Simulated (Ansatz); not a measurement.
# Where Ti_Al puts its levels in the gap of AlN (F-43m), part 2 of 2

Charge states of Ti_Al in AlN (F-43m), set against the band edges. Model: a cell of 54 host atoms with 1 Al taken out and 1 Ti put in.

Ansatz; place-levels on r2SCAN runs: charge-transition levels and formation energies with image-charge correction and potential alignment at the atomic sites; PAW set soft_1.

So far: Starting point; The runs of each charge state; Levels against the band edges, r2SCAN.

**3. Levels against the band edges, r2SCAN (continued)**

Levels between the charges placed, in eV above the valence top:

```
        gap (eV)  (+1/0)  (0/−1)
r2SCAN      3.92    3.52    4.13
```

Corrections by state:

```
charge  moment (μB)  image terms and alignment (eV)  band filling (eV)  ε used  over the lowest of its charge, as the program ranks them, band filling apart (eV)
    +1          0.0                           0.489                  -    8.51                                                                              0.000
     0          1.0                           0.000                  -       -                                                                              0.000
    −1          2.0                           0.028             -0.114    8.51                                                                              0.000
    −1          0.0                          -0.001                  -    8.51                                                                              0.235
```

The charged structures listed were also run neutral, and place-levels reads from each pair, by the potential or the spins, how wide the charge is by which they differ; that can be the carrier of either run.

```
charge  rms radius (Å)  spread where it is widest against the cell (Å)  wide from (Å)  reading
    +1             2.8                                            1.63           1.31     wide
    −1             2.0                                            1.28           1.31   narrow
```

The neutral runs of these pairs need not share the spin of the lowest neutral state, and very wide values only mean spread over the cell.

From the program's caveats on the states, each cut to its opening words:

- charge +1: it parts from the run at its places by a charge that spreads by about 1.6 Å along one vector (1.3 Å or more is wide), by the spins about the atoms, where the [...]
- charge +1: its alignment with the host at atomic sites is doubtful: the mean over the far sites moves by -0.0705 eV from their farther parts to their nearer, more than [...]
- charge 0 (1 μB): its alignment with the host at atomic sites is doubtful: the mean over the far sites moves by +0.0626 eV from their farther parts to their nearer, more than [...]
- charge 0 (1 μB), −1 (2 μB): flagged: stability check not made
- charge −1 (2 μB): a band-filling correction moves a carrier to the host's band edge, which changes its energy by -0.114 eV
- charge −1 (2 μB): its alignment with the host at atomic sites is doubtful: the mean over the far sites moves by +0.1443 eV from their farther parts to their nearer, more than [...]
- charge −1: it parts from the run at its places by a charge that spreads by about 1.7 Å along one vector (1.3 Å or more is wide), by the spins about the atoms, where the [...]
- charge −1: its alignment with the host at atomic sites is doubtful: the mean over the far sites moves by +0.1051 eV from their farther parts to their nearer, more than [...]
- charge −1: the host's ions (past the first shell or, of a walk that freed a part, those that it held) aren't shown at rest: they stand up to 0.153 Å off their sites, 0.59 [...]

The host's formation energy from the elements is -1.603 eV per atom; it sets how far the chemical potentials can move.

Limit set by the element alone; other compounds of these elements are not counted. Chemical potentials from the elements' reference states: Al 0.00 eV, N -3.21 eV, Ti 0.00 eV. Formation energies (Al-rich), with the Fermi level at the valence top and at the conduction bottom (gap 3.92 eV):

```
charge  at valence top (eV)  at conduction bottom (eV)  correction included (eV)
    +1                -1.79                       2.13                      0.49
     0                 1.73                       1.73                      0.00
    −1                 5.85                       1.94                     -0.09
```

| Fermi level (eV) | lowest formation energy (eV) |
| --- | --- |
| 0.00 | -1.79 |
| 0.36 | -1.43 |
| 0.71 | -1.08 |
| 1.07 | -0.72 |
| 1.42 | -0.37 |
| 1.78 | -0.01 |
| 2.14 | 0.35 |
| 2.49 | 0.70 |
| 2.85 | 1.06 |
| 3.21 | 1.42 |
| 3.56 | 1.73 |
| 3.92 | 1.73 |

Limit set by the element alone; other compounds of these elements are not counted. Chemical potentials from the elements' reference states: N 0.00 eV, Al -3.21 eV, Ti 0.00 eV. Formation energies (N-rich), with the Fermi level at the valence top and at the conduction bottom (gap 3.92 eV):

```
charge  at valence top (eV)  at conduction bottom (eV)  correction included (eV)
    +1                -5.00                      -1.08                      0.49
     0                -1.48                      -1.48                      0.00
    −1                 2.65                      -1.27                     -0.09
```

```
Fermi level (eV)  lowest formation energy (eV)
            0.00                         -5.00
            0.36                         -4.64
            0.71                         -4.28
            1.07                         -3.93
            1.42                         -3.57
            1.78                         -3.22
            2.14                         -2.86
            2.49                         -2.50
            2.85                         -2.15
            3.21                         -1.79
            3.56                         -1.48
            3.92                         -1.48
```

**4. Effect of the sampling**

The relaxations' own energies give the levels at their sampling, for comparison.

levels.relax_mesh.yaml reads:

```yaml
host:
  run: host.relax.run
states: [qm1.relax.run, qm1_M2.relax.run, q0_M1.relax.run, qp1.relax.run]
chemical_potentials:
  Al:
    energy: -540.418346
    dataset: <sha256 of the dataset>
  Ti:
    energy: -2504.373567
    dataset: <sha256 of the dataset>
```

Launch:

```
> ansatz place-levels levels.relax_mesh.yaml -- --threads 4 --pin off --max-ram 7536MiB
```

Log:

```text
(+1/0) 3.466 eV above the valence edge, 0.404 eV under the conduction edge
[...]
formation energy of charge +1: -2.061 eV with the Fermi level at the valence edge
formation energy of charge 0: +1.405 eV with the Fermi level at the valence edge
formation energy of charge -1: +5.597 eV with the Fermi level at the valence edge
  edges by r2scan, gap 3.870 eV; the host is sampled to repeats of 9.27 Å
[... the lines on each state left out ...]
```

Elapsed: 0.14 s, on 4 threads of Arm Neoverse V1, shared host.

Levels between neighbouring charges, in eV above the valence top:

```
                        gap (eV)  (+1/0)  (0/−1)
one point at (¼, ¼, ¼)      3.87    3.47    4.19
  a 2×2×2 shifted mesh      3.92    3.52    4.13
```

Going from one point at (¼, ¼, ¼) to a 2×2×2 shifted mesh moves the levels that carry no band-filling term by up to 0.05 eV and formation energies against the elements by up to 0.32 eV; band-filling terms, which differ between samplings, are in these energies.

**5. Summary of results**

| Property | Result |
| --- | --- |
| gap of the host | 3.92 eV (r2SCAN) |
| level (plus 1/0) | 3.52 eV above the valence top |
| level (0/minus 1) | 4.13 eV above the valence top, past the conduction bottom (4.24 eV above the valence top without the band-filling term) |
| lowest of the charges placed, just above the valence top (0.02 eV) | +1 |
| lowest of the charges placed, just below the conduction bottom (0.02 eV) | 0 |
| lowest formation energy at mid-gap of the charges run, Al-rich | 0.17 eV |
| lowest formation energy at mid-gap of the charges run, N-rich | -3.04 eV |

What this shows: Of the charges placed (−1, 0 and +1), the lowest changes at 3.52 eV (+1/0) above the valence top, in a gap of 3.92 eV. (+1/0) lies nearer to a band edge than the share of the finite-size correction in it (0.49 eV), and that correction holds for a localised charge alone. Charges above +1 were not placed, so these runs say nothing of levels that involve them. States placed: +1 at 0 μB; 0 at 1 μB; −1 at 2 μB and 0 μB. Other spin states or structures, where not listed, weren't placed. The program finds carriers beyond a band edge of the host and adds a band-filling term at charge −1 (-0.11 eV); steps to such a charge show no bound level, and a defect level inside a band would be read the same way. Ti is taken at its element; compounds, which aren't counted here, bound the chemical potentials and would shift these formation energies. The lowest formation energy (N-rich) is negative across the gap, so the defect would form by itself: these chemical potentials lie beyond what competing compounds allow, or the host is unstable against it. Going from one point at (¼, ¼, ¼) to a 2×2×2 shifted mesh moves the levels that carry no band-filling term by up to 0.05 eV and formation energies against the elements by up to 0.32 eV; band-filling terms, which differ between samplings, are in these energies. The program doubts the alignment of potentials for at least one state, a sign that the cell is small. Limits: r2SCAN makes the gap too small and tends to spread out bound carriers; where a gas molecule sets a chemical potential or the host's formation energy, its binding is uncorrected; force components of up to 1.01 eV/Å remain in a run at the final settings.

[Logs are printed without paths, hosts, clocks, repeated set-up lines and the standing remarks that a program may print on its own settings, such as how far it seeks lower states.]

[Hosts, paths, dates, database ids (printed as entryN), source tags and the programs' standing remarks are cut or masked in the printed files.]

[Where a table of states has a column of steps, it counts the stored structures, which are thinned; the runs took as many ionic steps or more.]

[A defect's name tells the site on which it was built; relaxed atoms can leave that site.]

[For some hosts the program warned that the k-mesh of the response run may be too coarse for force constants and the static dielectric constant; such warnings are not shown here.]
